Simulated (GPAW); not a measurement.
# The C K excitation threshold of SiC (Moissanite 3C, F-43m) under uniform strain

For each volume the threshold was computed as E(hole) − E(ground) plus the lowest empty eigenvalue of the hole cell (GPAW, PBE, 16-atom cell, total energies on 4×4×4 k points, the eigenvalue on 5×5×5, hole spin-paired). The values are raw, 7 eV above the value with the free atom's term for the hole's spin taken off; only their change is used. The threshold is the spectrum's zero, where absorption may be weak, not the visible edge.

| volume | ln(V/V₀) | threshold (eV) |
| --- | --- | --- |
| V × 0.94 | -0.06188 | 288.644 |
| V × 0.97 | -0.03046 | 288.788 |
| V × 1 | +0.00000 | ? |
| V × 1.03 | +0.02956 | 289.047 |
| V × 1.06 | +0.05827 | 289.162 |

Q: Fit a straight line in ln(V/V₀), give its slope, and predict the threshold at V × 1.

The means of the given rows are x̄ = -0.00113 and Ē = 288.910 eV. Σ(x − x̄)(E − Ē) = 0.03891 and Σ(x − x̄)² = 0.009021, so the slope is +4.31 eV, and the line passes the given rows within 0.004 eV. At x = +0.00000 it gives 288.910 + (+4.31) × (+0.00113) = 288.915 eV. The run gives 288.923 eV, a miss of -0.008 eV over a total move of +0.518 eV. The slope is the clamped-ion volume deformation potential of the lowest empty level of the hole cell on this mesh (the hole may pull it below the band edge) against the C 1s level, with the hole's relaxation included: the threshold rises by 0.043 eV for 1 % of expansion. The charged cell's image error also scales with the cell's size and isn't taken out.

[Hosts, paths, dates, database ids (printed as entryN), source tags and the programs' standing remarks are cut or masked in the printed files.]

[Lists of maxima count a maximum above −3 eV only where it reaches 4 % of the highest in the window and stands out from its surroundings by 2 % of it (1.5 % where it reaches 55 %); shoulders and weaker maxima are passed over, and of the rest the first, up to two pre-edge ones and the few strongest are named.]
